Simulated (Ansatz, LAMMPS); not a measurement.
# Elastic response of amorphous 63SiO2-37Rb2O (mol %) (105 atoms): runs compared

How stiff is amorphous 63SiO2-37Rb2O (mol %) (105 atoms), and how do its levels respond to strain?

Computed with Ansatz 0.2.0: Kohn-Sham DFT, PBE, PAW (set soft_2), plane waves.

### 1. The cell as built

The cell holds 105 atoms: 22 Si, 26 Rb and 57 O. Its edges and angles: a = 12.168 Å, b = 12.168 Å, c = 12.168 Å, α = 90.0°, β = 90.0°, γ = 90.0°. 105 atoms (22 Si, 26 K, 57 O) placed at random at 2.46 g/cm³, melted at 5000 K for 10 ps at fixed volume with the Morse and Coulomb pair potential with partial charges (Pedone, Malavasi, Menziani, Cormack and Segre, J. Phys. Chem. B 110, 11780 (2006)). Quenched from 5000 K to 300 K at 100 K/ps and fixed volume, held 10 ps at zero pressure, then minimised at fixed cell. Then K was replaced by Rb and the cell scaled by 1.013 (the potential has no terms for the new elements, so the cell is a start for a DFT relaxation).

What the set-up can't give: The quench rate of 100 K/ps far exceeds what a furnace or splat quench reaches, so expect more defects and frozen-in strain than in a real sample. The network of bonds at the start is that of the classical potential that made the cell, and needn't be the one that DFT or experiment would give. The Brillouin zone is sampled at Γ only.

### 2. The reference run

The reference is a single point at the end of the relaxation.

Every strained cell starts from the geometry of this run, and its atoms are relaxed with the cell held.

Its input, with most atom lines left out:

```yaml
crystal:
  lattice:
    - [12.22125, -0.34624, 0.04608]
    - [-0.34624, 12.69417, -0.45194]
    - [0.04608, -0.45194, 12.53754]
  atoms:
    - { symbol: Si, position: [0.9571, 0.2967, 0.96042] }
    - { symbol: Si, position: [0.37071, 0.34236, 0.42546] }
    - { symbol: Si, position: [0.68778, 0.71927, 0.188] }
    - { symbol: Si, position: [0.97287, 0.93125, 0.69198] }
    - { symbol: Si, position: [0.36533, 0.56923, 0.86326] }
    - { symbol: Si, position: [0.78206, 0.88478, 0.528] }
    - { symbol: Si, position: [0.61146, 0.04041, 0.86704] }
    [... atom lines 8 to 105 left out ...]
kpoints:
  mp_grid: { grid: [1, 1, 1] }
hamiltonian:
  xc: pbe
scf:
  occupations: { method: fixed }
output:
  forces: true
  stress: true
  populations: true
  dos:
    method: { smearing: { sigma: 0.1 } }
    de: 0.1
    projected: { site_lists: { O: [O], Rb: [Rb], Si: [Si] } }
  eigenvalues: true
  write_density: true
  write_potential: true
  volumetric_format: npy
```

```
free energy per atom   : -1251.3162 eV/atom
r.m.s. force component : 0.00517 eV/Å
pressure               : -0.0005105 GPa
```

Filled and empty levels are parted by 1.54 eV (at Γ alone); a semilocal functional tends to put such gaps too low. In a disordered cell it changes from sample to sample, and tail or defect levels can set it.

### 3. The runs

Each row is one run, on 4 threads of Arm Neoverse V1, shared host. The free energy is the program's total, comparable only between runs with the same functional, potentials and atoms.

```
                                 run  atoms                outcome  ionic steps, all passes  free energy (eV)     time  host memory (GiB)
           Single point at the start    105              converged                        -       -131379.571     27 s                2.2
              Cell and atoms relaxed    105  cut at the time limit                       70       -131388.205   29 min                2.4
Single point at the relaxed geometry    105              converged                        -       -131388.205     50 s                2.6
                         Volume -3 %    105              converged                        8       -131388.027  4.4 min                2.5
                         Volume +3 %    105              converged                        8       -131388.049  4.5 min                2.6
                         Volume -6 %    105              converged                       11       -131387.489  5.6 min                2.4
                         Volume +6 %    105              converged                        8       -131387.591  4.6 min                2.7
                        Volume -10 %    105              converged                       11       -131386.131  5.6 min                2.3
            Stretched by 1 % along x    105  cut at the time limit                        4                 -  2.8 min                2.6
```

In some runs the program notes that the exchange-correlation potential is rough where the density is thin and the SCF threshold is loose for the stress.

### 4. Pressure against volume

Atoms are relaxed at each volume, in the scaled cell.

```
volume change (%)  volume (Å³/atom)  energy change (meV/atom)  pressure (GPa)  largest move on relaxing (Å)  bonds  gap (eV)
              -10            16.638                     19.76            3.70                          0.53    248                1.75
               -6            17.377                      6.82            2.01                          0.35    238                1.64
               -3            17.932                      1.69            1.00                          0.18    229                1.59
               +0            18.486                      0.00            0.00                             -    228                1.54
               +3            19.041                      1.49           -0.87                          0.14    229                1.50
               +6            19.595                      5.85           -1.62                          0.29    221                1.44
```

### 5. Findings

The bulk modulus, from the slope of pressure against ln V over the three points nearest the relaxed volume, is 31.2 GPa; between neighbouring points the slope runs 39, 32, 33, 30 and 26 GPa from the smallest volume up, without a steady fall, so no pressure derivative is given. The count of bonds runs from 221 to 248 over the series, so at some points contacts cross the cutoffs. At -10 % some atom moved by over 0.5 Å on relaxing, so that point may sit in another local minimum. The gap goes from 1.75 eV at the smallest volume to 1.44 eV at the largest, -1.8 eV per unit of ln V by a straight line, on the run's k-points.

**Limits.** Strains are finite and relaxations stop at the force tolerance of the input, which can leave moduli too stiff; they are those of a static cell at zero temperature. Volumes are changed with the cell's shape held, so in an anisotropic solid the modulus lies over the one under free hydrostatic load. The first relaxation stopped at its limit, so the strained cells go on relaxing towards a minimum that it hadn't reached. The program notes that the SCF threshold of the relaxations is loose for the stress.

The DFT runs together took 58 min of wall time.

[Logs are printed without paths, hosts, clocks, repeated set-up lines and the standing remarks that a program may print on its own settings, such as how far it seeks lower states.]

[Hosts, paths, dates, database ids (printed as entryN), source tags and the programs' standing remarks are cut or masked in the printed files.]
